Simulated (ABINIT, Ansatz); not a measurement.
Records of electronic-structure calculations.

```
A GW chain in ABINIT: SiC (P6_3mc)
1.0
     3.07569    0.00000    0.00000
    -1.53785    2.66363    0.00000
     0.00000    0.00000   10.07065
Si C
4 4
Direct
  0.66667 0.33333 0.93784
  0.33333 0.66667 0.43784
  0.00000 0.00000 0.68789
  0.00000 0.00000 0.18789
  0.66667 0.33333 0.74980
  0.33333 0.66667 0.24980
  0.00000 0.00000 0.50046
  0.00000 0.00000 0.00046
# method: RPA screening on PBE, plane waves, norm-conserving pseudopotentials (and 2 further levels or steps)
# program: ABINIT 10.8.3
# settings: cutoff 37 Ha, PseudoDojo scalar-relativistic 0.4.1 standard, norm-conserving, potential set dojo-sr-pbe-0.4.1-standard, ngkpt (3, 3, 2), nband 326, ecuteps 8 Ha, inclvkb 2, shiftk (0, 0, 0), symchi 1, awtr 1, frequency ppm, 3×3×2 k-mesh
# cost: 5 runs, 9.7 min in all on 4 MPI ranks of Arm Neoverse V1, shared host
# notes: The program’s warnings: nkpt*nsppol () is not a multiple of nproc spkpt (). The cell and positions are those that the Materials Project relaxed with its own functionals (PBE, PBE+U or r2SCAN), kept fixed. Local fields lower the RPA ε∞ on this mesh from 10.38 to 9.48; a Γ-centred mesh this coarse tends to raise both, most where the direct gap is narrow, while a short band sum lowers them. The 3×3×2 mesh is coarse for this cell, which bears on the long-range parts of exchange and screening.
# PBE gap: 2.23 eV, indirect
# G0W0 gap on the mesh: 3.75 eV
# G0W0 gap over the zone (rigid shift): 2.97 eV
# GW settings: 3×3×2 mesh, 326 bands, screening to 217.7 eV, Godby-Needs plasmon pole
# known limits: short of the basis limit; coarse k mesh
```

[Long decimals in the printed logs are rounded to 6 places.]

[Logs are printed without paths, hosts, clocks, repeated set-up lines and the standing remarks that a program may print on its own settings, such as how far it seeks lower states.]

[Paths, hosts, dates, memory and timing lines, banners, echoed tables and standing remarks are left out of the program output; an Ansatz launch command may be rebuilt from the run's recorded settings. Measured values are a selection of at most five: reports struck by readers or far from the other reports are left out. None is set beside runs whose start may be inverted or whose files or cutoffs have a known fault.]

[Runs of the session that timed out or met a known fault of the program may be left out.]

[Hosts, paths, dates, database ids (printed as entryN), source tags and the programs' standing remarks are cut or masked in the printed files.]

[G0W0 gaps are taken among the corrected bands and points alone; a level outside them can change the order at an edge.]

[Where Ansatz stands beside ABINIT at settings called matched, ABINIT's density can come from a denser mesh and the files from another edition; pairs whose starting gaps differed by over 0.03 eV were left out, so agreement reads better than it is.]
